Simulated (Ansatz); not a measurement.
**MgI2 (P-3m1): refractive index against wavelength**

The refractive index of MgI2 (P-3m1) along x below the direct gap (3.64 eV on the mesh) is read from one computed spectrum, n = √(Re ε). x, y and z are the Cartesian axes of the input cell.

Cell: a, b, c = 4.140, 4.140, 6.880 Å (primitive vectors), 3 atoms.

Method: Ansatz 0.2.0, PBE, independent particles, k-mesh 9×9×5 with interpolation inside its cells, Gaussian parameter 0.2 eV.

Launch of the response step: `ansatz run input.yaml --threads 4 --pin off --max-ram 8192MiB --backend cpu --events-out ev --progress --plain --runs-dir out`. The run took 32 s, on 4 threads of Intel(R) Xeon(R) Platinum 8488C (Sapphire Rapids), on a shared host.

```tsv
wavelength (nm)	photon energy E (eV)	n
1550	0.800	2.2583
1310	0.946	2.2643
1064	1.165	2.2755
850	1.459	2.2947
700	1.771	2.3213
633	1.959	2.3407
532	2.331	?
```

In the single-oscillator model n² − 1 = E₀E_d/(E₀² − E²), so 1/(n² − 1) = E₀/E_d − E²/(E₀E_d) is linear in E².

Working, on the rows shown:

| x = E² (eV²) | y = 1/(n² − 1) |
| --- | --- |
| 0.639837 | 0.243907 |
| 0.895757 | 0.242304 |
| 1.35784 | 0.239355 |
| 2.12762 | 0.234431 |
| 3.13716 | 0.227872 |
| 3.83641 | 0.22327 |

Means: x̄ = 1.9991, ȳ = 0.23519. Σ(x − x̄)(y − ȳ) = -0.05269, Σ(x − x̄)² = 8.164. Slope = -0.05269 / 8.164 = -0.006455; intercept = ȳ − slope · x̄ = 0.24809. Turned back into n, the line misses the rows shown by at most 0.00028.

Task: What does the fit predict for the withheld row, and how well does it do?

Result: At x = 5.4314 the line gives y = 0.21303, that is 2.3862. The run gave 2.3888, so the extrapolation is off by 0.0026, 2.0 % of the range in the table.

Refitted with all rows, the slope is -0.006545 and the intercept 0.24824. These give E₀ = √(intercept/−slope) = 6.16 eV and E_d = E₀/intercept = 24.8 eV; E₀ is 1.7 times the direct gap. The electronic limit at long wavelengths, without lattice vibrations, is n = √(1 + 1/intercept) = 2.242. The cell comes from an older database entry, whose edges can be off by a per cent or so. Excitons are left out and so are local fields; PBE gaps are as a rule too small. Spin-orbit coupling is left out.

[Logs are printed without paths, hosts, clocks, repeated set-up lines and the standing remarks that a program may print on its own settings, such as how far it seeks lower states.]
